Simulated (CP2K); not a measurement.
Two runs for the O K edge of fluorocarbonylketene. Run A: CP2K XAS_TDP, all-electron GAPW, PBEh(45%), aug-cc-pVDZ, TDA, no relativity. Run B differs in one setting.

First lines with a strength over 0.0015. A:

| atom | energy (eV) | states | strength, one atom |
| --- | --- | --- | --- |
| O1 (bonded to C) | 528.42 | 1 | 0.0432 |
|  | 531.03 | 1 | 0.0279 |
|  | 533.89 | 1 | 0.0030 |
|  | 535.97 | 1 | 0.0052 |
|  | 536.46 | 1 | 0.0040 |
| O5 (bonded to C) | 527.41 | 1 | 0.0375 |
|  | 532.85 | 1 | 0.0058 |
|  | 533.18 | 1 | 0.0031 |
|  | 533.26 | 1 | 0.0043 |
|  | 533.86 | 1 | 0.0024 |

B:

```
            atom  energy (eV)  states  strength, one atom
O1 (bonded to C)       533.23       1              0.0428
                       535.84       1              0.0276
                       538.71       1              0.0030
                       540.78       1              0.0051
                       541.27       1              0.0039
O5 (bonded to C)       532.34       1              0.0372
                       537.77       1              0.0057
                       538.10       1              0.0031
                       538.19       1              0.0043
                       538.78       1              0.0024
```

Which was it: GW2X switched on, scalar relativity switched on, the basis, the functional?

GW2X switched on. GW2X shifts an atom's lines together and keeps their spacings. Against PBEh(45%) in aug-cc-pVDZ, the leading lines move by +4.81 eV (O1, to 533.23) and +4.93 eV (O5, to 532.34).

[Banner, clock and machine lines of the logs are left out without a mark of their own.]

[Logs are printed without paths, hosts, clocks, repeated set-up lines and the standing remarks that a program may print on its own settings, such as how far it seeks lower states.]

[Hosts, paths, dates, database ids (printed as entryN), source tags and the programs' standing remarks are cut or masked in the printed files.]
